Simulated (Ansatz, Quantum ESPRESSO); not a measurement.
# Co(0001) under a row of overlayers, part 2 of 7

Which overlayers raise and which lower the work function of Co(0001), and does electronegativity predict it?

Quantum ESPRESSO 7.5; plane-wave DFT, PBE, GBRV ultrasoft pseudopotentials; geometry by Ansatz 0.2.0 with PAW datasets.

So far. Step 2 (Geometry from Ansatz, clean face): The relaxation lowers the energy by 6 meV an atom. Held were the atoms numbered 1 and 2; the forces quoted are those on the free ones.

## Step 3: Self-consistent run, clean face

Open boundaries by another road: assume_isolated = 'esm' with bc1, the slab centred on z = 0.

Level of this step: plane-wave DFT, PBE, GBRV ultrasoft pseudopotentials (Quantum ESPRESSO 7.5).

Contents of clean.esm.in:

```
&control
  prefix = 'clean.esm'
  outdir = './out'
  pseudo_dir = './pseudo'
  calculation = 'scf'
  tprnfor = .true.
/
&system
  ibrav = 0
  nat = 4
  ntyp = 1
  ecutwfc = 40
  ecutrho = 200
  occupations = 'smearing'
  smearing = 'mv'
  degauss = 0.02
  assume_isolated = 'esm'
  esm_bc = 'bc1'
  nspin = 2
  starting_magnetization(1) = 0.28
/
&electrons
  conv_thr = 1e-07
  mixing_beta = 0.4
  electron_maxstep = 120
  mixing_mode = 'local-TF'
/
ATOMIC_SPECIES
  Co  58.9332  co_pbe_v1.2.uspp.F.UPF
CELL_PARAMETERS angstrom
  2.51000000000061 0.00000000000000 0.00000000000000
  1.25500000000031 2.17372376349947 0.00000000000000
  0.00000000000000 0.00000000000000 22.10683000000000
ATOMIC_POSITIONS crystal
  Co  0.666666666667 0.666666666667 -0.136308788937
  Co  0.000000000000 0.000000000000 -0.044228196637
  Co  0.666666666667 0.666666666667 0.048297053584
  Co  -0.000000000000 0.000000000000 0.136308788937
K_POINTS automatic
  12 12 1 0 0 0
```

On the command line:

```
> OMP_NUM_THREADS=1 mpirun -n 4 pw.x -nk 4 -in clean.esm.in > clean.esm.out
```

The log of the run:

```text
Program PWSCF v.7.5 starts
[citation notice left out]

     Parallel version (MPI & OpenMP), running on       4 processor cores
     Number of MPI processes:                 4
     Threads/MPI process:                     1

     MPI processes distributed on     1 nodes
[...]
Current dimensions of program PWSCF are:
     Max number of different atomic species (ntypx) = 10
     Max number of k-points (npk) =  40000
     Max angular momentum in pseudopotentials (lmaxx) =  4
     Message from routine setup:
     using ibrav=0 with symmetry is DISCOURAGED, use correct ibrav instead

     K-points division:     npool     =       4
     Subspace diagonalization in iterative solution of the eigenvalue problem:
     a serial algorithm will be used

     G-vector sticks info
     --------------------
     sticks:   dense  smooth     PW     G-vecs:    dense   smooth      PW
     Sum         313     253     85                39033    27985    5521

     Using Slab Decomposition

     bravais-lattice index     =            0
     lattice parameter (alat)  =       4.7432  a.u.
     unit-cell volume          =     813.9564 (a.u.)^3
     number of atoms/cell      =            4
     number of atomic types    =            1
     number of electrons       =        68.00
     number of Kohn-Sham states=           41
     kinetic-energy cutoff     =      40.0000  Ry
     charge density cutoff     =     200.0000  Ry
     scf convergence threshold =      1.0E-07
     mixing beta               =       0.4000
     number of iterations used =            8  local-TF  mixing
     Exchange-correlation= SLA  PW   PBE  PBE
                           (   1   4   3   4   0   0   0)

     Effective Screening Medium Method
     =================================
     Boundary Conditions: Vacuum-Slab-Vacuum
     total charge in unit cell        =   0.0000
     grid points for fit at edges     =        4

     celldm(1)=   4.743213  celldm(2)=   0.000000  celldm(3)=   0.000000
     celldm(4)=   0.000000  celldm(5)=   0.000000  celldm(6)=   0.000000

     crystal axes: (cart. coord. in units of alat)
               a(1) = (   1.000000   0.000000   0.000000 )
               a(2) = (   0.500000   0.866025   0.000000 )
               a(3) = (   0.000000   0.000000   8.807502 )

     reciprocal axes: (cart. coord. in units 2 pi/alat)
               b(1) = (  1.000000 -0.577350  0.000000 )
               b(2) = (  0.000000  1.154701  0.000000 )
               b(3) = (  0.000000  0.000000  0.113540 )

     PseudoPot. # 1 for Co read from file:
     ./pseudo/co_pbe_v1.2.uspp.F.UPF
     Pseudo is Ultrasoft + core correction, Zval = 17.0
     Generated by new atomic code, or converted to UPF format
     Using radial grid of  863 points,  6 beta functions with:
                l(1) =   0
                l(2) =   0
                l(3) =   1
                l(4) =   1
                l(5) =   2
                l(6) =   2
     Q(r) pseudized with  8 coefficients,  rinner =    1.200   1.200   1.200
                                                       1.200   1.200

     atomic species   valence    mass     pseudopotential
     Co               17.00    58.93320     Co( 1.00)

     Starting magnetic structure
     atomic species   magnetization
     Co              0.280

      6 Sym. Ops. (no inversion) found

   Cartesian axes

     site n.     atom                  positions (alat units)
         1        Co     tau(   1) = (   1.0000000   0.5773503  -1.2005399  )
         2        Co     tau(   2) = (   0.0000000   0.0000000  -0.3895399  )
         3        Co     tau(   3) = (   1.0000000   0.5773503   0.4253764  )
         4        Co     tau(   4) = (   0.0000000   0.0000000   1.2005399  )

     number of k points=    19  Marzari-Vanderbilt smearing, width (Ry)=  0.0200
                       cart. coord. in units 2pi/alat
        k(    1) = (   0.0000000   0.0000000   0.0000000), wk =   0.0069444
        k(    2) = (   0.0000000   0.0962250   0.0000000), wk =   0.0416667
        k(    3) = (   0.0000000   0.1924501   0.0000000), wk =   0.0416667
        k(    4) = (   0.0000000   0.2886751   0.0000000), wk =   0.0416667
        k(    5) = (   0.0000000   0.3849002   0.0000000), wk =   0.0416667
        k(    6) = (   0.0000000   0.4811252   0.0000000), wk =   0.0416667
        k(    7) = (   0.0000000  -0.5773503   0.0000000), wk =   0.0208333
        k(    8) = (   0.0833333   0.1443376   0.0000000), wk =   0.0416667
        k(    9) = (   0.0833333   0.2405626   0.0000000), wk =   0.0833333
        k(   10) = (   0.0833333   0.3367877   0.0000000), wk =   0.0833333
[...]
k(   19) = (   0.3333333  -0.5773503   0.0000000), wk =   0.0138889

     Dense  grid:    39033 G-vectors     FFT dimensions: (  24,  24, 192)

     Smooth grid:    27985 G-vectors     FFT dimensions: (  20,  20, 180)

     Estimated max dynamical RAM per process >      98.56 MB

     Estimated total dynamical RAM >     337.08 MB

     Check: negative core charge=   -0.000029
     Generating pointlists ...
     new r_m :   0.3987 (alat units)  1.8911 (a.u.) for type    1

     Initial potential from superposition of free atoms

     starting charge      64.0000, renormalised to      68.0000

     negative rho (up, down):  6.339E-05 3.566E-05
     Starting wfcs are   52 randomized atomic wfcs

     total cpu time spent up to now is        1.3 secs

     per-process dynamical memory:    61.3 Mb

     Self-consistent Calculation

     iteration #  1     ecut=    40.00 Ry     beta= 0.40
     Davidson diagonalization with overlap
     ethr =  1.00E-02,  avg # of iterations =  4.7

     negative rho (up, down):  3.556E-02 2.787E-02

     total cpu time spent up to now is        4.8 secs

     total energy              =   -1191.88928400 Ry
     estimated scf accuracy    <      35.08633321 Ry

     total magnetization       =     8.01 Bohr mag/cell
     absolute magnetization    =     8.75 Bohr mag/cell

     iteration #  2     ecut=    40.00 Ry     beta= 0.40
[...]
negative rho (up, down):  5.273E-02 4.780E-02

[...]
total energy              =   -1190.82718077 Ry
     estimated scf accuracy    <       7.39791013 Ry

     total magnetization       =     9.39 Bohr mag/cell
     absolute magnetization    =     9.57 Bohr mag/cell

     iteration #  3     ecut=    40.00 Ry     beta= 0.40
[...]
negative rho (up, down):  4.815E-02 4.417E-02

[...]
iteration # 14     ecut=    40.00 Ry     beta= 0.40
[...]
c_bands:  1 eigenvalues not converged
[...]
negative rho (up, down):  2.891E-03 2.736E-03

[...]
total energy              =   -1193.83947778 Ry
     estimated scf accuracy    <       0.00053225 Ry

     total magnetization       =     6.96 Bohr mag/cell
     absolute magnetization    =     7.73 Bohr mag/cell

[...]
iteration # 20     ecut=    40.00 Ry     beta= 0.40
[...]
negative rho (up, down):  3.383E-04 3.300E-04

[...]
total energy              =   -1193.84555539 Ry
     estimated scf accuracy    <       0.00002066 Ry

     total magnetization       =     6.95 Bohr mag/cell
     absolute magnetization    =     7.71 Bohr mag/cell

     iteration # 21     ecut=    40.00 Ry     beta= 0.40
[...]
negative rho (up, down):  2.739E-04 2.766E-04

[...]
total energy              =   -1193.84581273 Ry
     estimated scf accuracy    <       0.00001446 Ry

     total magnetization       =     6.94 Bohr mag/cell
     absolute magnetization    =     7.71 Bohr mag/cell

     iteration # 22     ecut=    40.00 Ry     beta= 0.40
[...]
negative rho (up, down):  1.634E-04 1.568E-04

[...]
total energy              =   -1193.84619498 Ry
     estimated scf accuracy    <       0.00001276 Ry

     total magnetization       =     6.94 Bohr mag/cell
     absolute magnetization    =     7.71 Bohr mag/cell

     iteration # 23     ecut=    40.00 Ry     beta= 0.40
[...]
negative rho (up, down):  8.942E-05 6.497E-05

[...]
total energy              =   -1193.84647041 Ry
     estimated scf accuracy    <       0.00000410 Ry

     total magnetization       =     6.94 Bohr mag/cell
     absolute magnetization    =     7.71 Bohr mag/cell

     iteration # 24     ecut=    40.00 Ry     beta= 0.40
[...]
negative rho (up, down):  6.654E-05 6.015E-05

[...]
total energy              =   -1193.84628168 Ry
     estimated scf accuracy    <       0.00000178 Ry

     total magnetization       =     6.94 Bohr mag/cell
     absolute magnetization    =     7.71 Bohr mag/cell

     iteration # 25     ecut=    40.00 Ry     beta= 0.40
[...]
negative rho (up, down):  5.687E-05 4.372E-05

[...]
total energy              =   -1193.84632031 Ry
     estimated scf accuracy    <       0.00000018 Ry

     total magnetization       =     6.94 Bohr mag/cell
     absolute magnetization    =     7.71 Bohr mag/cell

     iteration # 26     ecut=    40.00 Ry     beta= 0.40
[...]
negative rho (up, down):  5.231E-05 3.798E-05

[...]
total energy              =   -1193.84634718 Ry
     estimated scf accuracy    <       0.00000011 Ry

     total magnetization       =     6.94 Bohr mag/cell
     absolute magnetization    =     7.71 Bohr mag/cell

     iteration # 27     ecut=    40.00 Ry     beta= 0.40
[...]
negative rho (up, down):  2.606E-05 1.276E-05

     Magnetic moment per site  (integrated on atomic sphere of radius R)
     atom   1 (R=0.399)  charge= 15.3559  magn=  1.8604
     atom   2 (R=0.399)  charge= 15.4312  magn=  1.8007
     atom   3 (R=0.399)  charge= 15.4579  magn=  1.7801
     atom   4 (R=0.399)  charge= 15.3866  magn=  1.8314

[...]
End of self-consistent calculation

 ------ SPIN UP ------------

          k = 0.0000 0.0000 0.0000 (  3481 PWs)   bands (ev):

  -101.3100-101.2852-101.2171-101.1748 -64.6733 -64.5905 -64.4801 -64.4180
   -64.4180 -64.3993 -64.3958 -64.3958 -64.2936 -64.2936 -64.2673 -64.2673
   -13.5245 -12.2160 -10.6945 -10.2259  -7.9467  -7.8162  -7.7896  -7.7896
    -7.7347  -7.7347  -7.6149  -7.5090  -7.5090  -7.4329  -7.4329  -6.8867
    -6.8867  -6.5097  -6.5097  -6.1621  -6.1621  -6.0118  -6.0118  -5.8323
    -4.8130

          k = 0.0000 0.0962 0.0000 (  3485 PWs)   bands (ev):

  -101.3075-101.2832-101.2151-101.1729 -64.6679 -64.5887 -64.4834 -64.4310
   -64.4221 -64.4132 -64.3991 -64.3958 -64.3076 -64.2971 -64.2809 -64.2707
   -13.2894 -11.9939 -10.4909 -10.0650  -8.0105  -7.9898  -7.9109  -7.8039
    -7.6941  -7.6477  -7.6041  -7.5052  -7.4539  -7.4216  -7.3436  -6.9816
    -6.9174  -6.6490  -6.5315  -6.4832  -6.2168  -6.1624  -5.9933  -5.2071
    -4.1050

          k = 0.0000 0.1925 0.0000 (  3470 PWs)   bands (ev):

  -101.3005-101.2780-101.2098-101.1677 -64.6528 -64.5860 -64.4991 -64.4644
   -64.4403 -64.4334 -64.4081 -64.4021 -64.3451 -64.3171 -64.3064 -64.2798
   -12.6145 -11.3771  -9.9551  -9.6600  -8.4028  -8.1771  -8.1186  -7.9052
    -7.7821  -7.5282  -7.4829  -7.4692  -7.4355  -7.2479  -7.2264  -7.0973
    -6.9947  -6.8818  -6.5733  -6.5620  -6.1656  -5.9533  -5.8929  -4.2966
    -2.8203

          k = 0.0000 0.2887 0.0000 (  3458 PWs)   bands (ev):

  -101.2908-101.2710-101.2024-101.1605 -64.6316 -64.5917 -64.5376 -64.5007
   -64.4629 -64.4487 -64.4205 -64.4147 -64.3941 -64.3617 -64.3192 -64.2924
   -11.6188 -10.5790  -9.4610  -9.3211  -8.7261  -8.3946  -8.3543  -7.9435
    -7.8634  -7.5692  -7.4662  -7.4499  -7.4001  -7.2128  -6.9285  -6.8583
    -6.7265  -6.5667  -6.4768  -6.4554  -6.1565  -5.9128  -5.3278  -3.2307
    -1.2995

          k = 0.0000 0.3849 0.0000 (  3478 PWs)   bands (ev):

  -101.2808-101.2643-101.1951-101.1534 -64.6182 -64.6141 -64.5793 -64.5211
   -64.4842 -64.4638 -64.4385 -64.4330 -64.4309 -64.3958 -64.3320 -64.3049
   -10.6237 -10.0532  -9.4959  -9.3489  -8.9023  -8.6588  -8.4929  -7.7779
    -7.6427  -7.5922  -7.5625  -7.1620  -7.0906  -6.7279  -6.6227  -6.3182
    -6.3159  -6.2142  -6.1902  -6.1464  -6.0655  -5.8649  -4.4643  -2.0137
     0.4154

          k = 0.0000 0.4811 0.0000 (  3486 PWs)   bands (ev):

  -101.2731-101.2596-101.1897-101.1482 -64.6484 -64.6315 -64.5801 -64.5365
   -64.5000 -64.4747 -64.4653 -64.4422 -64.4416 -64.4150 -64.3414 -64.3141
   -10.1244  -9.9330  -9.6540  -9.4265  -9.0484  -8.8811  -8.5535  -7.8692
    -7.6939  -7.3303  -7.2801  -7.1903  -6.5767  -6.5045  -6.1913  -6.0315
    -5.9761  -5.8825  -5.8065  -5.7438  -5.2143  -5.0200  -3.2830  -1.2229
     1.6541

[...]
the Fermi energy is    -4.9898 ev

!    total energy              =   -1193.84641171 Ry
     estimated scf accuracy    <       0.00000008 Ry
     smearing contrib. (-TS)   =       0.00325784 Ry
     internal energy E=F+TS    =   -1193.84966955 Ry

     The total energy is F=E-TS. E is the sum of the following terms:
     one-electron contribution =   14140.74970149 Ry
     hartree contribution      =   -7084.99396584 Ry
     xc contribution           =    -130.55829138 Ry
     ewald contribution        =   -8119.04711382 Ry

     total magnetization       =     6.94 Bohr mag/cell
     absolute magnetization    =     7.71 Bohr mag/cell

     convergence has been achieved in  27 iterations

     negative rho (up, down):  2.606E-05 1.276E-05

     Forces acting on atoms (cartesian axes, Ry/au):

     atom    1 type  1   force =     0.00000000    0.00000000    0.02148914
     atom    2 type  1   force =     0.00000000    0.00000000   -0.02238013
     atom    3 type  1   force =     0.00000000    0.00000000    0.00162138
     atom    4 type  1   force =     0.00000000    0.00000000   -0.00222764

     Total force =     0.031149     Total SCF correction =     0.003060

[...]
=------------------------------------------------------------------------------=
   JOB DONE.
=------------------------------------------------------------------------------=
[...]
```

It took 77 s on 4 MPI ranks of Arm Neoverse V1, shared host; peak memory 0.5 GiB; 5.1 min of CPU time.

Read from the output:

| Item | Value |
| --- | --- |
| free energy | -16243.1079 eV |
| Fermi energy | -4.990 eV |
| magnetization | 6.94 μB |
| absolute magnetization | 7.71 μB |
| site moments | 1.860, 1.801, 1.780, 1.831 μB |
| vacuum line at the lower end of the cell, over the Fermi level | 5.013 eV |
| vacuum line at the upper end of the cell, over the Fermi level | 4.966 eV |

The potential energy, planar mean oscillates, so the rows of the table below give means over windows of 1 Å about each position, cut where the curve ends. Its maxima inside the range that stand out by 2 % of the span (Å: eV): -2.0: -0.713, 0.0: -0.700, 2.1: -1.44. Its minima: -3.0: -26.6, -0.9: -26.4, 1.0: -26.6, 3.0: -26.6.

Electrostatic potential energy of an electron; zero at the Fermi level. The potential energy, planar mean by z; means over each step:

```tsv
z (Å)	potential energy, planar mean (eV)
-11	5.01
-10	5.01
-9	5.01
-8	5.01
-7	5.01
-6	4.98
-5	4.58
-4	-0.386
-3	-19.9
-2	-3.43
-1	-20.0
0	-3.47
1	-19.9
2	-4.66
3	-19.9
4	-0.388
5	4.54
6	4.93
7	4.96
8	4.97
9	4.97
10	4.97
```

The vacuum levels are read from the outermost 0.7 Å of the cell on either side.

The run needed 27 iterations to bring the estimated error under 1e-07 Ry; the largest force on any atom, held or free, is 0.58 eV/Å. The cell keeps a moment of 6.9 μB.

Inside the slab this potential holds the local part of the pseudopotentials, which can be repulsive at the nuclei; only its value in the vacuum has a meaning of its own.

(Continued in part 3 of 7.)

[Logs are printed without paths, hosts, clocks, repeated set-up lines and the standing remarks that a program may print on its own settings, such as how far it seeks lower states.]

[Hosts, paths, dates, database ids (printed as entryN), source tags and the programs' standing remarks are cut or masked in the printed files.]

[Maps of the electrostatic potential energy from Ansatz leave out the sawtooth potential of an applied field or a dipole correction, so their vacuum need not be flat; planar profiles and work functions include it.]
